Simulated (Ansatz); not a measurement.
# Sr2HfTiN4: complex band structure, part 2 of 3

A new crystal, Sr2HfTiN4: structure, gap and complex bands. It is built by putting Ti for part of the Hf in the SrHfN2 structure of space group P4/nmm, with the volume rescaled by atomic radii. The parent structure comes from the Materials Project.

Ansatz 0.2.0; PBE DFT, plane waves, PAW files (the session's first sound run).

So far. Step 2 (Cell and atoms at rest): The largest force component on a free atom ends at 0.0045 eV/Å. The relaxed cell has a = 3.966, c = 8.029 Å (conventional setting).

The structure was built from a prototype and need not be the compound's stable phase.

## (3) The bulk crystal and its band edges

The energy window and the wavevectors of the next steps follow from the band edges, so these are searched first, off the mesh as well.

input.yaml reads:

```yaml
crystal:
  lattice:
    - [3.966237742, 0.0, 0.0]
    - [0.0, 3.966237742, 0.0]
    - [0.0, 0.0, 8.0290502231]
  atoms:
    - { symbol: Sr, position: [0.0, 0.5, 0.1388760885] }
    - { symbol: Sr, position: [0.5, 0.0, 0.8363336033] }
    - { symbol: Ti, position: [0.0, 0.5, 0.5944409722] }
    - { symbol: Hf, position: [0.5, 0.0, 0.4139149544] }
    - { symbol: "N", position: [0.0, 0.0, 0.5160180236] }
    - { symbol: "N", position: [0.5, 0.5, 0.5160180236] }
    - { symbol: "N", position: [0.0, 0.5, 0.8217814088] }
    - { symbol: "N", position: [0.5, 0.0, 0.1626169254] }
kpoints:
  mp_grid: { grid: [6, 6, 4] }
  band_path: { path: [VBM, CBM], npoints: 30 }
scf:
  occupations: { method: fixed }
hamiltonian:
  xc: pbe
output:
  eigenvalues: true
  write_potential: true
  write_density: true
  volumetric_format: npy
  elf: true
```

Started as:

```console
> ansatz run input.yaml --threads 2 --pin off --max-ram 4096MiB --backend cpu --events-out ev --progress --plain --runs-dir out
```

Numbers of over 12 decimals in the logs are rounded to 6 here.

The program printed:

```text
[...]
Crystal: 8 atoms, lattice volume = 126.305 Å³
Basis set: ecut = 420 eV, 2467 PW (Γ)
Bands: 47, of which v1, the nominal top of the filled ones, is band 39 counted from 1 (38 counted from 0)
Symmetry: 8 space group operations
[...]
k-points: 30 of 144 (time reversal used)
[...]
SCF iter   1: F=—  HF=-26856.352798 eV  |F-HF|=—  |Δ(HF+E_count)|=         —  Δρ=3.13e-3  dr2=2.44e-2  ethr=1.77e-3  ⟨swp⟩=5.1  Hψ=5232  notcnv=0  defer=127
[...]
SCF iter   9: F=-26856.351856 eV  HF=-26856.351856 eV  |F-HF|=1.12e-8  |Δ(HF+E_count)|=   4.36e-8  Δρ=3.23e-6  dr2=1.20e-8  ethr=1.28e-10  ⟨swp⟩=12.8  Hψ=6286  notcnv=0
SCF 1 converged in 9 iterations: F = -26856.351856 eV  dr2 = 1.20e-8
[...]
NSCF: frozen V_eff on 40 k-points
[...]
SCF converged after 9 iterations
Free energy (F): -26856.351856 eV
[...]
Internal energy: -26856.351856 eV  (E = F + TS)
E sigma→0 (E₀):  -26856.351856 eV
Fermi energy:    10.976830 eV
[...]
--- Band table (eV; the first three rows and the last of 30) ---
  k-point 0: bands = [... 35 lower, 10.2967, 10.2967, 10.9768, 10.9768, 11.9451, 13.2795, 13.7082, 14.7365, ... 4 higher]
  k-point 1: bands = [... 35 lower, 10.2724, 10.2724, 10.9416, 10.9416, 11.9467, 13.4096, 13.9799, 14.7230, ... 4 higher]
  k-point 2: bands = [... 35 lower, 10.2455, 10.2455, 10.9074, 10.9074, 11.9483, 13.5811, 14.4022, 14.7112, ... 4 higher]
  k-point 29: bands = [... 35 lower, 9.6279, 9.7423, 10.3324, 10.3324, 13.2022, 13.6864, 13.6864, 13.7288, ... 4 higher]
```

Elapsed: 32 s, on 2 threads of Intel Xeon Platinum 8259CL at 2.50GHz (Skylake/Cascade Lake), shared host; peak memory 0.57 GiB; 63 s of CPU time.

In the SCF lines HF is the Harris–Foulkes energy and dr2 the Hartree energy of the density residual, in eV; the loop may stop once dr2 is under the threshold and the program's other checks hold. Hψ counts applications of the Hamiltonian.

This step gave:

| Item | Value |
| --- | --- |
| free energy | -26856.3519 eV |
| Fermi energy | 10.98 eV |
| gap on the k-mesh | 0.9683 eV |
| gap on path | 0.9683 eV, by band count; negative where bands overlap |
| direct gap on path | 0.9683 eV |
| edge places on path | 0, 0 1/A along the path |

Levels at VBM (eV): -4.27, -3.73, -3.73, -2.71, -1.78, -1.59, -1.59, -1.30, -0.68, -0.68, 0.00, 0.00, 0.97, 2.30, 2.73, 3.76, 3.76, 4.19, 4.24, 4.37.

Valence density in the ac plane at fractional y = 0.000, with atoms of Sr and Hf and N within 0.2 Å of it. It is the smooth field of the valence electrons, not physical close to the nuclei.

Ten steps, logarithmic in the rise over the least value, from '_' (0 e/Å³) to '@' (31 e/Å³), each cell a mean:
```
__________....::....________
________..----==--::..______
______..::========--::______
______..--====--====::..____
______..--==========::..____
________::--======--..______
__________..::::::..________
____________________________
......__________________....
----::..______________..::--
++==--::..............::==++
++++--::::--++++==--::::==++
====--::--**##%%##++--::--==
--::::::==##@@@@@@**--::::::
........==##%%@@%%**--......
______..::++**##**==::______
________..::------::..______
________..::----::::..______
______..::--======--..______
______..::==++++++--::..____
______..::==++++==--..______
________..::--==--::..______
__________..::::....________
____________......__________
```
Columns run along a (4.0 Å), rows up along c (8.0 Å). Atoms in or near the plane, at fractional coordinates: Sr at (0.50, 0.84), Hf at (0.50, 0.41), N at (0.00, 0.52), N at (0.50, 0.16).

ELF in the ac plane at fractional y = 0.000, with atoms of Sr and Hf and N within 0.2 Å of it. It is the smooth field of the valence electrons, not physical close to the nuclei.

Ten even steps from '0' (0.03) to '9' (0.85), each cell a mean:
```
00001345420000
00016899984100
00049976898300
00169830499400
00059964798300
00027999995100
00002689851000
43200012100134
87641000002578
99863000014799
47972122114896
16962478633794
68843799963598
99625999984379
76215999984146
32103688752013
11111233321111
01246777765420
01478987898631
01479841598730
01479964798630
00368999998620
00246788876410
00011222221100
```
Columns run along a (4.0 Å), rows up along c (8.0 Å). Atoms in or near the plane, at fractional coordinates: Sr at (0.50, 0.84), Hf at (0.50, 0.41), N at (0.00, 0.52), N at (0.50, 0.16).

Electrostatic potential energy in the ac plane at fractional y = 0.000, with atoms of Sr and Hf and N within 0.2 Å of it. With pseudopotentials it is smooth inside the atoms' cores, unlike the true potential.

Ten even steps from '0' (-71 eV) to '9' (15 eV), each cell a mean:
```
99999888899999
99998644578999
99987200047899
99985000027899
99986100037899
99998532368999
99999877889999
99999999999999
99999999999999
78999999999997
24799888899963
13798766678852
45887555567875
88986455557898
99986555557899
99997655568999
99999877789999
99999988899999
99999854689999
99999621379999
99999632479999
99999976799999
99999999999999
99999999999999
```
Columns run along a (4.0 Å; values clipped at the 3rd and 97th percentile), rows up along c (8.0 Å). Atoms in or near the plane, at fractional coordinates: Sr at (0.50, 0.84), Hf at (0.50, 0.41), N at (0.00, 0.52), N at (0.50, 0.16).

The searched edges give 0.968 eV, as on the mesh.

## (4) Decaying states in the gap

This step: PBE DFT, plane waves, PAW files; complex bands by layer matching along the plane's normal (Ansatz 0.2.0).

The same crystal is laid in a cell whose first two vectors span the (001) plane (indices of the standard conventional cell, whose axes can be ordered otherwise than in the bulk input). At fixed energy and wavevector in the plane the solver finds all kz, real and complex. A few wavevectors are listed, (0, 0) and (0.5, 0) in units of the plane's reciprocal vectors; the slowest state needn't be among them.

input.yaml: that of step 3 with these lines changed.

```diff
@@ -4,3 +4,3 @@
     - [0.0, 3.966237742, 0.0]
-    - [0.0, 0.0, 8.0290502231]
+    - [0.0, 0.0, 8.029050223]
   atoms:
@@ -16,3 +16,2 @@
   mp_grid: { grid: [6, 6, 4] }
-  band_path: { path: [VBM, CBM], npoints: 30 }
 scf:
@@ -23,5 +22,6 @@
   eigenvalues: true
-  write_potential: true
-  write_density: true
-  volumetric_format: npy
-  elf: true
+  transmission:
+    leads: [[0, 0]]
+    kpoints: [[0.0, 0.0], [0.5, 0.0]]
+    e_range: [-1.0, 1.97]
+    de: 0.07
```

The program printed:

```text
[...]
Crystal: 8 atoms, lattice volume = 126.305 Å³
Basis set: ecut = 420 eV, 2467 PW (Γ)
Bands: 47, of which v1, the nominal top of the filled ones, is band 39 counted from 1 (38 counted from 0)
Symmetry: 8 space group operations
[...]
k-points: 30 of 144 (time reversal used)
[...]
SCF iter   1: F=—  HF=-26856.352798 eV  |F-HF|=—  |Δ(HF+E_count)|=         —  Δρ=3.13e-3  dr2=2.44e-2  ethr=1.77e-3  ⟨swp⟩=5.1  Hψ=5232  notcnv=0  defer=127
[...]
SCF iter   9: F=-26856.351856 eV  HF=-26856.351856 eV  |F-HF|=1.13e-8  |Δ(HF+E_count)|=   4.35e-8  Δρ=3.23e-6  dr2=1.20e-8  ethr=1.28e-10  ⟨swp⟩=12.8  Hψ=6285  notcnv=0
SCF 1 converged in 9 iterations: F = -26856.351856 eV  dr2 = 1.20e-8
[...]
transmission: 14 of 28 steps passed
transmission: 28 of 28 steps passed
SCF converged after 9 iterations
Free energy (F): -26856.351856 eV
[...]
Internal energy: -26856.351856 eV  (E = F + TS)
E sigma→0 (E₀):  -26856.351856 eV
Fermi energy:    10.976830 eV
[...]
--- Band table (eV; the first three rows and the last of 30) ---
  k-point 0: bands = [... 35 lower, 10.2967, 10.2967, 10.9768, 10.9768, 11.9451, 13.2795, 13.7082, 14.7365, ... 4 higher]
  k-point 1: bands = [... 35 lower, 10.2724, 10.2724, 10.9416, 10.9416, 11.9467, 13.4096, 13.9799, 14.7230, ... 4 higher]
  k-point 2: bands = [... 35 lower, 10.2455, 10.2455, 10.9074, 10.9074, 11.9483, 13.5811, 14.4022, 14.7112, ... 4 higher]
  k-point 29: bands = [... 35 lower, 9.6279, 9.7423, 10.3324, 10.3324, 13.2022, 13.6864, 13.6864, 13.7288, ... 4 higher]
--- Transmission ---
  basis      : 137 plane waves across, 14 finite elements along
  points     : 2, as listed
  energies   : 43 from -1.000000 to 1.940000 eV about the Fermi level, 0.070000 eV apart; the leads are filled to 0.484138 eV, and channels, transmission and decay are at 0.470000 eV
  crystal 0  : Sr2N4Hf1Ti1, at the sites [0, 0], period 8.0291 Å: whole cells are its period
    offset         : up to 0.0000 Å between an atom of the period and one for which it stands
    channels       : 0.000000e0 a spin
    conductance    : none, the energies end too early or step too widely for 300 K: set another output.transmission.e_range or a lower de, or, where they end at an eighth of basis.ecutwfc, a higher one
    slowest decay  : 0.3128 /Å at (0.0000, 0.0000)
```

Run time: 28 s. Hardware: 2 threads; peak memory 0.59 GiB; 42 s of CPU time.

Numbers from this step:

```
level to which the leads are filled                       : 0.4841 eV from the Fermi level
decay constant at the filling level, zone centre          : 0.3128 Å⁻¹
decay constant at the filling level, slowest listed point : 0.3128 Å⁻¹
```

K parallel (0, 0); values up to 1.5 1/Å, a degenerate pair printed once or twice; energies at which all values exceed this have no row. The Im kz of the slowest decaying states by energy, zero at the highest filled level on the SCF mesh:

```csv
energy (eV),decay 1 (Å⁻¹),decay 2 (Å⁻¹),decay 3 (Å⁻¹),decay 4 (Å⁻¹)
-1.00,0.214,0.318,0.592,0.630
-0.86,0.242,0.271,0.597,0.597
-0.72,0.262,0.553,0.599,0.653
-0.58,0.277,0.317,0.497,0.600
-0.44,0.288,0.431,0.448,0.599
-0.30,0.297,0.357,0.526,0.598
-0.09,0.129,0.305,0.594,0.598
-0.02,0.307,0.592,0.605,0.615
0.05,0.189,0.309,0.59,0.599
0.19,0.310,0.312,0.585,0.586
0.33,0.313,0.366,0.573,0.580
0.47,0.313,0.403,0.558,0.574
0.61,0.312,0.430,0.542,0.568
0.75,0.310,0.450,0.524,0.561
0.89,0.307,0.466,0.506,0.553
1.03,0.303,0.479,0.486,0.533
1.24,0.295,0.452,0.495,0.531
1.38,0.289,0.427,0.502,0.521
1.52,0.281,0.398,0.509,0.511
1.66,0.272,0.367,0.499,0.514
1.80,0.261,0.330,0.488,0.518
1.94,0.248,0.286,0.475,0.521
```

K parallel (0.5, 0); values up to 1.5 1/Å, a degenerate pair printed once or twice; energies at which all values exceed this have no row. The Im kz of the slowest decaying states by energy, zero at the highest filled level on the SCF mesh:

```csv
energy (eV),decay 1 (Å⁻¹),decay 2 (Å⁻¹),decay 3 (Å⁻¹),decay 4 (Å⁻¹)
-1.00,0.292,0.350,0.361,0.421
-0.86,0.295,0.330,0.377,0.380
-0.79,0.342,0.342,0.388,0.389
-0.65,0.360,0.401,0.404,0.405
-0.51,0.372,0.413,0.417,0.440
-0.44,0.377,0.417,0.423,0.454
-0.30,0.384,0.420,0.432,0.463
-0.16,0.389,0.422,0.439,0.471
-0.09,0.392,0.422,0.441,0.474
-0.02,0.394,0.422,0.444,0.478
0.05,0.395,0.421,0.445,0.481
0.19,0.398,0.419,0.448,0.486
0.26,0.399,0.418,0.448,0.488
0.40,0.401,0.414,0.448,0.491
0.54,0.403,0.410,0.446,0.493
0.68,0.404,0.405,0.442,0.494
0.75,0.402,0.405,0.439,0.494
0.89,0.396,0.408,0.431,0.494
1.03,0.388,0.416,0.492,0.552
1.10,0.384,0.414,0.491,0.551
1.24,0.376,0.409,0.488,0.549
1.38,0.366,0.403,0.484,0.546
1.45,0.361,0.399,0.482,0.543
1.59,0.349,0.391,0.476,0.538
1.73,0.336,0.382,0.469,0.530
1.80,0.329,0.377,0.465,0.525
1.94,0.312,0.365,0.456,0.514
```

At +0.47 eV, the grid energy nearest the filling level (the middle of the gap on the SCF mesh), the slowest state at the listed wavevectors decays with κ = 0.313 Å⁻¹, its amplitude falling by e over 3.2 Å. Through 1 nm of this crystal that state's transmission falls by exp(−2 × 0.313 Å⁻¹ × 10 Å) = 0.0019.

## (5) Decay over the two-dimensional zone

The listed points could miss the slowest state, so one energy near mid-gap is solved on a mesh of 12×12.

input.yaml: that of step 4 with these lines changed.

```diff
@@ -22,6 +22,2 @@
   eigenvalues: true
-  transmission:
-    leads: [[0, 0]]
-    kpoints: [[0.0, 0.0], [0.5, 0.0]]
-    e_range: [-1.0, 1.97]
-    de: 0.07
+  transmission: { leads: [[0, 0]], kmesh: [12, 12], e_range: [0.48, 0.49], de: 0.05 }
```

The program printed:

```text
[...]
Crystal: 8 atoms, lattice volume = 126.305 Å³
Basis set: ecut = 420 eV, 2467 PW (Γ)
Bands: 47, of which v1, the nominal top of the filled ones, is band 39 counted from 1 (38 counted from 0)
Symmetry: 8 space group operations
[...]
k-points: 30 of 144 (time reversal used)
[...]
SCF iter   1: F=—  HF=-26856.352798 eV  |F-HF|=—  |Δ(HF+E_count)|=         —  Δρ=3.13e-3  dr2=2.44e-2  ethr=1.77e-3  ⟨swp⟩=5.1  Hψ=5232  notcnv=0  defer=127
[...]
SCF iter   9: F=-26856.351856 eV  HF=-26856.351856 eV  |F-HF|=1.13e-8  |Δ(HF+E_count)|=   4.35e-8  Δρ=3.23e-6  dr2=1.20e-8  ethr=1.28e-10  ⟨swp⟩=12.8  Hψ=6285  notcnv=0
SCF 1 converged in 9 iterations: F = -26856.351856 eV  dr2 = 1.20e-8
[...]
transmission: 56 of 392 steps passed
transmission: 84 of 392 steps passed
[...]
transmission: 392 of 392 steps passed
SCF converged after 9 iterations
Free energy (F): -26856.351856 eV
[...]
Internal energy: -26856.351856 eV  (E = F + TS)
E sigma→0 (E₀):  -26856.351856 eV
Fermi energy:    10.976830 eV
[...]
--- Band table (eV; the first three rows and the last of 30) ---
  k-point 0: bands = [... 35 lower, 10.2967, 10.2967, 10.9768, 10.9768, 11.9451, 13.2795, 13.7082, 14.7365, ... 4 higher]
  k-point 1: bands = [... 35 lower, 10.2724, 10.2724, 10.9416, 10.9416, 11.9467, 13.4096, 13.9799, 14.7230, ... 4 higher]
  k-point 2: bands = [... 35 lower, 10.2455, 10.2455, 10.9074, 10.9074, 11.9483, 13.5811, 14.4022, 14.7112, ... 4 higher]
  k-point 29: bands = [... 35 lower, 9.6279, 9.7423, 10.3324, 10.3324, 13.2022, 13.6864, 13.6864, 13.7288, ... 4 higher]
--- Transmission ---
  basis      : 137 plane waves across, 14 finite elements along
  points     : 28, standing for a mesh of 12 x 12
  energies   : 1 from 0.480000 to 0.480000 eV about the Fermi level; the leads are filled to 0.484138 eV, and channels, transmission and decay are at 0.480000 eV
[...]
channels       : 0.000000e0 a spin
    conductance    : none, crystal 0 has no channel at the energies, or these end too early or step too widely for 300 K: set another output.transmission.e_range or a lower de, or, where they end at an eighth of basis.ecutwfc, a higher one
    slowest decay  : 0.2392 /Å at (0.5000, 0.5000)
```

Wall time 21 s (2 threads); peak memory 0.63 GiB.

Numbers from this step:

- least decay constant on the mesh: 0.2392 Å⁻¹

Slowest decay constant (1/Å; 0 where a channel is open) over k1 and k2. At 0.4800 eV from the Fermi level.

Ten even steps from '0' (0.239) to '9' (0.412):
```
002689898620
224788888742
567777777776
888765556788
998755455789
988754445788
998755455789
888765556788
567777777776
224788888742
002689898620
002589998520
```
Columns: k1 (b1) from -0.5 to 0.417; rows upwards: k2 (b2) from -0.5 to 0.417.

The least value on the mesh is 0.239 Å⁻¹ at +0.48 eV. At that energy the listed points give about 0.313 Å⁻¹ by interpolation, so they missed the slowest state.

[end of part 2 of 3]

[Logs are printed without paths, hosts, clocks, repeated set-up lines and the standing remarks that a program may print on its own settings, such as how far it seeks lower states.]

[Hosts, paths, dates, database ids (printed as entryN), source tags and the programs' standing remarks are cut or masked in the printed files.]

[New means built here by substitution; the compound itself may be known and measured.]
